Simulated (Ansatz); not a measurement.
# Phonons of Sc3SnB (Pm-3m) against volume, part 2 of 2

Aim: how the phonons of Sc3SnB (Pm-3m) shift with volume, and the thermal expansion that follows.

Ansatz 0.2.0; DFT PBEsol, scalar-relativistic, plane waves, PAW; PAW set soft_1.

So far, highest frequency on the path or at a solved wavevector (cm⁻¹): step 2 (phonons on a q mesh) 574.

**4. Phonons at the other volume, volume ratio 0.97**

The phonons are repeated at this volume on the same k and q meshes.

File input.yaml:

```yaml
crystal:
  lattice:
    - [4.5559740141, 0.0, 0.0]
    - [0.0, 4.5559740141, 0.0]
    - [0.0, 0.0, 4.5559740141]
  atoms:
    - { symbol: Sc, position: [0.0, 0.5, 0.5] }
    - { symbol: Sc, position: [0.5, 0.0, 0.5] }
    - { symbol: Sc, position: [0.5, 0.5, 0.0] }
    - { symbol: Sn, position: [0.0, 0.0, 0.0] }
    - { symbol: B, position: [0.5, 0.5, 0.5] }
kpoints:
  mp_grid: { grid: [8, 8, 8] }
hamiltonian:
  xc: pbesol
  pseudopotentials: { kind: paw, azcp: { folder: soft_1 }, xc_functional: pbe }
scf:
  occupations: { method: methfessel_paxton, width: 0.2 }
output:
  eigenvalues: true
phonons:
  method: dfpt
  qmesh: [4, 4, 4]
  temperatures: { t_max: 1000, t_step: 50 }
  qpath:
    path:
      - [[0.0, 0.0, 0.0], [0.0, 0.5, 0.0], [0.5, 0.5, 0.0], [0.0, 0.0, 0.0], [0.5, 0.5, 0.5], [0.0, 0.5, 0.0]]
      - [[0.5, 0.5, 0.5], [0.5, 0.5, 0.0]]
    npoints: 10
```

The run is started by

```bash
$ ansatz run input.yaml --threads 4 --pin off --max-ram 10240MiB --backend cpu --events-out ev --progress --plain --runs-dir out
```

Numbers of over 12 decimals in the logs are rounded to 6 here.

The log of the run:

```text
[...]
Crystal: 5 atoms, lattice volume = 94.568 Å³
Basis set: ecut = 420 eV, 1839 PW (Γ), exchange–correlation on 64×64×64 points (8 copies of the dense FFT grid, shifted against one another)
Bands: 30, of which v1, the nominal top of the filled ones, is band 25 counted from 1 (24 counted from 0)
Symmetry: 48 space group operations
k-points: 35 of 512
[...]
SCF iter   1: F=—  HF=-12444.925023 eV  |F-HF|=—  |Δ(HF+E_count)|=         —  Δρ=8.28e-2  dr2=1.91e1  ethr=3.10e-3  ⟨swp⟩=5.0  Hψ=4242  notcnv=0
[...]
SCF iter  11: F=-12439.803343 eV  HF=-12439.803343 eV  |F-HF|=7.28e-12  |Δ(HF+E_count)|=  9.46e-11  S|Δr|=    0.00e0  Δρ=6.87e-8  dr2=4.64e-12  ethr=1.00e-12  ⟨swp⟩=7.1  Hψ=5712  notcnv=0
SCF 1 converged in 11 iterations: F = -12439.803343 eV  dr2 = 4.64e-12
[...]
SCF iter   4: F=-12439.803343 eV  HF=-12439.803343 eV  |F-HF|=7.28e-12  |Δ(HF+E_count)|=    0.00e0  S|Δr|=    0.00e0  Δρ=5.50e-8  dr2=3.47e-12  ethr=1.00e-12  ⟨swp⟩=2.4  Hψ=2016  notcnv=0
SCF 2 converged in 4 iterations: F = -12439.803343 eV  dr2 = 3.47e-12
[...]
NSCF: frozen V_eff on 35 k-points
[...]
SCF converged after 11 iterations
[...]
Free energy (F): -12439.803343 eV
[...]
Internal energy: -12439.804589 eV  (E = F + TS)
E sigma→0 (E₀):  -12439.803655 eV
Entropy (-TS):   0.001246 eV (0.249 meV/atom)
Fermi energy:    10.816649 eV
[...]
--- Band table (eV; the first three rows and the last of 35) ---
  k-point 0: bands = [... 21 lower, 10.0173, 10.2565, 10.2565, 10.8175, 10.8175, 10.8175, 13.3866, 13.3866, ... 1 higher]
  k-point 1: bands = [... 21 lower, 9.9672, 10.3727, 10.7205, 10.7205, 10.8192, 10.8638, 12.4885, 13.2721, ... 1 higher]
  k-point 2: bands = [... 21 lower, 9.8503, 10.5266, 10.5266, 10.6964, 10.7314, 10.9886, 11.9350, 13.1570, ... 1 higher]
  k-point 34: bands = [... 21 lower, 7.9358, 8.9846, 8.9846, 8.9846, 12.3890, 12.3890, 12.3890, 12.5686, ... 1 higher]
[...]
ASR residual: 7.485e-5 → 0.000e0 eV/Å²; symmetrization residual: 2.896e-6 eV/Å²
  ASR residual per site (eV/Å²): 2.83e-5 2.83e-5 2.83e-5 7.49e-5 1.44e-5
[...]
--- Phonons (arbitrary-q DFPT): 10 irreducible q on the 4×4×4 mesh ---
[...]
interpolated dispersion: 62 rows × 15 modes
[...]
```

Elapsed: 18 min, on 4 threads of Arm Neoverse V2, shared host; peak memory 3.6 GiB.

Numbers from this step:

```yaml
sum_rule_residual_before_enforcement: 7.49e-5 eV/Å²
highest_frequency_on_the_path_or_at_a_solved_wavevector: 590.3 cm⁻¹
mean_frequency: 254.7 cm⁻¹
debye_temperature_second_moment: 566 K
logarithmic_mean_frequency: 209 cm⁻¹
highest_optical_mode_at_the_zone_centre_no_lo_to_term: 505.6 cm⁻¹
lowest_optical_zone_centre_mode: 134.2 cm⁻¹
lowest_mode_on_the_q_mesh_acoustic_modes_at_gamma_apart: 64.31 cm⁻¹
zero_point_energy_per_atom: 47.37 meV
heat_capacity_at_300_k: 21.45 J/(mol atoms K)
vibrational_entropy_at_300_k: 26.84 J/(mol atoms K)
edges_of_the_widest_gap_between_branches_on_path_and_mesh: 374.5, 505.6 cm⁻¹
```

Frequencies (cm⁻¹) solved at each irreducible wavevector; negative means imaginary. Frequencies by wavevector, by row:

```
q in reciprocal lattice units  star  mode 1  mode 2  mode 3  mode 4  mode 13  mode 14  mode 15
                        0 0 0     1       0       0       0   134.2    505.6    505.6    505.6
                     0 0 0.25     6    64.3    64.3    92.6   135.9      518      518    571.4
                     0 0 -0.5     3    94.6    94.6   110.7   134.5      547      547    590.1
                  0 0.25 0.25    12    82.5      83   104.2   141.2    526.9    557.6    576.3
                  0 0.25 -0.5    12    95.8    99.1     106   127.4    540.3    566.7    584.9
                  0 -0.5 -0.5     3    87.5   103.6   103.6   104.8    538.6    577.9    577.9
               0.25 0.25 0.25     8    92.1    92.1   108.2   135.8    560.1    560.1    577.8
               0.25 0.25 -0.5    12    99.8   101.5   105.8   128.7      566    567.9      583
               0.25 -0.5 -0.5     6   104.3   104.9   104.9   106.3    567.1    578.6    578.6
               -0.5 -0.5 -0.5     1     106     106     106   116.4    578.6    578.6    578.6
```

The highest optical mode at the zone centre (no LO-TO term) is 505.6 cm⁻¹, +17.3 cm⁻¹ against the base run.

**5. Relaxing at another volume, volume ratio 1.03**

The volume is scaled by 1.03 and held; symmetry leaves nothing to relax, so this is a single point. The modes can then be followed against volume.

input.yaml, the sections that differ from step 4:

```yaml
crystal:
  lattice:
    - [4.6480386976, 0.0, 0.0]
    - [0.0, 4.6480386976, 0.0]
    - [0.0, 0.0, 4.6480386976]
  atoms:
    - { symbol: Sc, position: [0.0, 0.5, 0.5] }
    - { symbol: Sc, position: [0.5, 0.0, 0.5] }
    - { symbol: Sc, position: [0.5, 0.5, 0.0] }
    - { symbol: Sn, position: [0.0, 0.0, 0.0] }
    - { symbol: B, position: [0.5, 0.5, 0.5] }
output:
  forces: true
  stress: true
  eigenvalues: true
# kpoints, hamiltonian, scf: as in step 4
# phonons: removed
```

The log of the run:

```text
[...]
Crystal: 5 atoms, lattice volume = 100.417 Å³
Basis set: ecut = 420 eV, 1935 PW (Γ), exchange–correlation on 64×64×64 points (8 copies of the dense FFT grid, shifted against one another)
Bands: 30, of which v1, the nominal top of the filled ones, is band 25 counted from 1 (24 counted from 0)
Symmetry: 48 space group operations
[...]
k-points: 35 of 512
[...]
k-point 0: bands = [... 21 lower, 9.2110, 9.5494, 9.5494, 10.1006, 10.1006, 10.1006, 12.4624, 12.4624, ... 1 higher]
  k-point 1: bands = [... 21 lower, 9.1767, 9.6589, 9.9919, 9.9919, 10.0518, 10.1444, 11.5693, 12.3571, ... 1 higher]
  k-point 2: bands = [... 21 lower, 9.0980, 9.7713, 9.7713, 9.9412, 9.9641, 10.2626, 11.0693, 12.2591, ... 1 higher]
  k-point 34: bands = [... 21 lower, 7.2845, 8.2663, 8.2663, 8.2663, 11.5458, 11.5458, 11.5458, 11.7152, ... 1 higher]
[key lines of the parts left out:]
SCF converged after 9 iterations
Free energy (F): -12439.805708 eV
Fermi energy:    10.065899 eV
P = ⅓ Tr σ = -2.4763 GPa (-24.763 kbar)
```

It took 1.8 s on 4 threads; peak memory 0.44 GiB.

This step gave:

| Item | Value |
| --- | --- |
| pressure | -2.476 GPa |
| volume per atom | 20.08 Å³ |

The run ends at a pressure of -2.48 GPa.

**6. Phonons at the other volume, volume ratio 1.03**

The phonons are repeated at this volume on the same k and q meshes.

input.yaml: that of step 5 with these lines changed.

```diff
@@ -19,4 +19,11 @@
 output:
-  forces: true
-  stress: true
   eigenvalues: true
+phonons:
+  method: dfpt
+  qmesh: [4, 4, 4]
+  temperatures: { t_max: 1000, t_step: 50 }
+  qpath:
+    path:
+      - [[0.0, 0.0, 0.0], [0.0, 0.5, 0.0], [0.5, 0.5, 0.0], [0.0, 0.0, 0.0], [0.5, 0.5, 0.5], [0.0, 0.5, 0.0]]
+      - [[0.5, 0.5, 0.5], [0.5, 0.5, 0.0]]
+    npoints: 10
```

The log of the run:

```text
[...]
Crystal: 5 atoms, lattice volume = 100.417 Å³
Basis set: ecut = 420 eV, 1935 PW (Γ), exchange–correlation on 64×64×64 points (8 copies of the dense FFT grid, shifted against one another)
Bands: 30, of which v1, the nominal top of the filled ones, is band 25 counted from 1 (24 counted from 0)
Symmetry: 48 space group operations
k-points: 35 of 512
[...]
k-point 34: bands = [... 21 lower, 7.2845, 8.2663, 8.2663, 8.2663, 11.5458, 11.5458, 11.5458, 11.7153, ... 1 higher]
[...]
ASR residual: 2.332e-5 → 0.000e0 eV/Å²; symmetrization residual: 2.272e-6 eV/Å²
  ASR residual per site (eV/Å²): 2.33e-5 2.33e-5 2.33e-5 1.79e-5 1.53e-7
[...]
--- Phonons (arbitrary-q DFPT): 10 irreducible q on the 4×4×4 mesh ---
[...]
interpolated dispersion: 62 rows × 15 modes
[...]
[key lines of the parts left out:]
SCF converged after 12 iterations
Free energy (F): -12439.805708 eV
Fermi energy:    10.065907 eV
```

Elapsed: 19 min, on 4 threads; peak memory 3.8 GiB; 73 min of CPU time.

Numbers from this step:

* sum-rule residual before enforcement: 2.33e-5 eV/Å²
* highest frequency on the path or at a solved wavevector: 559 cm⁻¹
* mean frequency: 236.8 cm⁻¹
* Debye temperature (second moment): 527 K
* logarithmic mean frequency: 193.7 cm⁻¹
* highest optical mode at the zone centre (no LO-TO term): 471.3 cm⁻¹
* lowest optical zone-centre mode: 119.5 cm⁻¹
* lowest mode on the q mesh (acoustic modes at Γ apart): 60.42 cm⁻¹
* zero-point energy per atom: 44.04 meV
* heat capacity at 300 K: 21.82 J/(mol atoms K)
* vibrational entropy at 300 K: 28.52 J/(mol atoms K)
* edges of the widest gap between branches, on path and mesh: 344.7, 471.3 cm⁻¹

The highest optical mode at the zone centre (no LO-TO term) is 471.3 cm⁻¹, -17.0 cm⁻¹ against the base run.

**7. Grüneisen parameters**

The Grüneisen parameter of a mode is minus the logarithmic change of its frequency with volume, −d ln ω / d ln V; weighted by heat capacity it gives the expansion.

Numbers from this step:

```
bulk modulus : 89 GPa
```

The phonon branches at the labelled points (cm⁻¹):

```
    point  branch 1  branch 2  branch 3  branch 4  branch 12  branch 13  branch 14  branch 15
        Γ         0         0         0       127        238        488        488        488
  halfway        62        62        89       129        272        499        499        554
        X        91        91       105       129        315        526        526        574
  halfway        93        94       102       122        325        519        547        569
        M        83        99       100       100        346        516        561        561
  halfway        79        81        99       134        286        507        538        558
        Γ         0         0         0       127        238        488        488        488
  halfway        89        89       103       130        296        541        541        559
        R       102       102       102       112        359        562        562        562
  halfway        96        97       102       122        330        546        548        566
        X        91        91       105       129        315        526        526        574
jump to R       102       102       102       112        359        562        562        562
  halfway       100       101       101       101        347        548        562        562
        M        83        99       100       100        346        516        561        561
```

The same for volume x 0.97:

```
point  branch 1  branch 2  branch 3  branch 4  branch 12  branch 13  branch 14  branch 15
    Γ         0         0         0       134        245        506        506        506
    X        95        95       111       134        329        547        547        590
    M        88       104       104       105        360        539        578        578
    Γ         0         0         0       134        245        506        506        506
    R       106       106       106       116        374        579        579        579
    X        95        95       111       134        329        547        547        590
    R       106       106       106       116        374        579        579        579
    M        88       104       104       105        360        539        578        578
```

The same for volume x 1.03:

```
point  branch 1  branch 2  branch 3  branch 4  branch 12  branch 13  branch 14  branch 15
    Γ         0         0         0       120        231        471        471        471
    X        87        87       100       124        302        506        506        559
    M        79        94        96        96        333        495        545        545
    Γ         0         0         0       120        231        471        471        471
    R        98        98        98       108        345        546        546        546
    X        87        87       100       124        302        506        506        559
    R        98        98        98       108        345        546        546        546
    M        79        94        96        96        333        495        545        545
```

Mode Grueneisen parameter -dln(w)/dln(V), modes matched by rank; at Γ the acoustic branches take the value of a neighbouring point of the path. The mode Grüneisen parameters at the labelled points ():

```
    point  branch 1  branch 2  branch 3  branch 4  branch 12  branch 13  branch 14  branch 15
        Γ      0.86      0.86      1.38      1.93       1.03       1.17       1.17       1.17
  halfway      1.04      1.04      1.49      1.81       1.18       1.27       1.27       1.04
        X      1.47      1.47      1.66      1.34       1.45       1.30       1.30       0.90
  halfway      1.15      1.66      1.43      1.53       1.37       1.35       1.16       0.94
        M      1.74      1.69      1.25      1.44       1.32       1.41       0.98       0.98
  halfway      1.30      0.99      1.66      1.65       1.15       1.31       1.16       1.05
        Γ      0.87      1.04      1.36      1.93       1.03       1.17       1.17       1.17
  halfway      1.20      1.20      1.79      1.58       1.14       1.17       1.17       1.09
        R      1.27      1.27      1.27      1.23       1.38       0.97       0.97       0.97
  halfway      1.36      1.40      1.38      1.70       1.35       1.17       1.18       0.96
        X      1.47      1.47      1.66      1.34       1.45       1.30       1.30       0.90
jump to R      1.27      1.27      1.27      1.23       1.38       0.97       0.97       0.97
  halfway      1.40      1.37      1.27      1.49       1.36       1.18       0.98       0.98
        M      1.74      1.69      1.25      1.44       1.32       1.41       0.98       0.98
```

(dS/dlnV)/C_V. Table of thermodynamic Grueneisen parameter by temperature:

```
temperature (K)  thermodynamic Grueneisen parameter
             50                                1.36
            100                                1.33
            150                                1.31
            200                                1.30
            250                                1.29
            300                                1.29
            350                                1.28
            400                                1.28
            450                                1.28
            500                                1.28
            550                                1.28
            600                                1.28
            650                                1.28
            700                                1.28
            750                                1.28
            800                                1.27
            850                                1.27
            900                                1.27
            950                                1.27
           1000                                1.27
```

Gamma C_V/(B V) at the static volume. Table of volume expansion by temperature:

```
temperature (K)  volume expansion (1e-6/K)
             50                       7.02
            100                       16.0
            150                       20.8
            200                       23.6
            250                       25.4
            300                       26.7
            350                       27.5
            400                       28.1
            450                       28.5
            500                       28.9
            550                       29.1
            600                       29.3
            650                       29.4
            700                       29.6
            750                       29.7
            800                       29.8
            850                       29.8
            900                       29.9
            950                       29.9
           1000                       30.0
```

**8. What came out**

```
bulk modulus                               : 89 GPa
thermodynamic Grüneisen parameter at 300 K : 1.287
volume expansion at 300 K, estimated       : 26.66 × 10⁻⁶ K⁻¹
```

By this estimate the volume grows by 26.7 × 10⁻⁶ per kelvin at 300 K. The highest optical mode at Γ goes from 506 to 471 cm⁻¹ as the cell grows, a Grüneisen parameter of 1.17. Mode parameters on the path run from 0.7 to 1.9, with a median of 1.3. Branches are matched by rank, so values near crossings are rough. The expansion is the Grüneisen estimate at the static volume, with the static bulk modulus. With no gap, or one that is small against the smearing, the frequencies hang on the k mesh and the smearing, most of all near Kohn anomalies. Spin-orbit coupling is left out, which can matter for the heavy elements here. The PAW files were made for PBE and serve the other functionals too.

[Logs are printed without paths, hosts, clocks, repeated set-up lines and the standing remarks that a program may print on its own settings, such as how far it seeks lower states.]

[Hosts, paths, dates, database ids (printed as entryN), source tags and the programs' standing remarks are cut or masked in the printed files.]
